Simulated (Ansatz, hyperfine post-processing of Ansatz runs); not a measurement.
# From spin density to shift: 23Na in Na2MgMn2O4

A spin-polarised calculation (DFT, PBE+U, plane-wave PAW, default files (PAW set soft_2), collinear spin, scalar-relativistic; Ansatz) with all Mn moments parallel (S = 2.5 each) puts a spin density ρ↑ − ρ↓ of 0.06477 e/Å³, counted along the moments, at one Na nucleus (5 Mn through links of 76 to 79° (6) and 158° (2)). Take g = 2, spin-only moments and Θ = 0 K (a pure Curie law); γ/2π of 23Na is 11.2688 MHz/T.

**Task.** Find the contact field, the hyperfine constant and the contact shift at 320 K and 400 K, supposing that the crystal is a paramagnet with these local moments at both.

1. A spin density ρ_s carries a moment density μB ρ_s, and the contact field is B_c = (2μ₀/3) μB ρ_s. For 1 e/Å³ that is 7.769 T, so B_c = 0.5032 T.

2. With H = A S·I summed over the ions, A = γB_c/(2πS) = 11.2688 × 0.5032 / 2.5 = 2.27 MHz.

3. In a field B0 the paramagnet reaches only a fraction of saturation, M/M_sat = g μB (S + 1) B0 / [3 k_B (T − Θ)]. At 320 K this is 4.8979e-03 per tesla, or 3.45 % at 7.05 T.

4. The shift is that fraction of B_c over B0, so B0 drops out: δ = 0.5032 × 4.8979e-03 × 10⁶ = 2460 ppm at 320 K.

5. At 400 K it scales by (320 − Θ)/(400 − Θ) = 0.800, to 1970 ppm.

6. The sign says that the spin at the nucleus is parallel to the Mn moments, as where half-filled orbitals delocalise onto the site. Over this level and the 2 others of the session's ladder with the same moment and an open gap (any hybrids aside), the field runs from 0.453 to 0.503 T. Spin flips in this cell gave a rough Θ of -297 K, not relied on, which would scale the first shift by 0.52. Orbital and pseudocontact parts are not included.

[Hosts, paths, dates, database ids (printed as entryN), source tags and the programs' standing remarks are cut or masked in the printed files.]
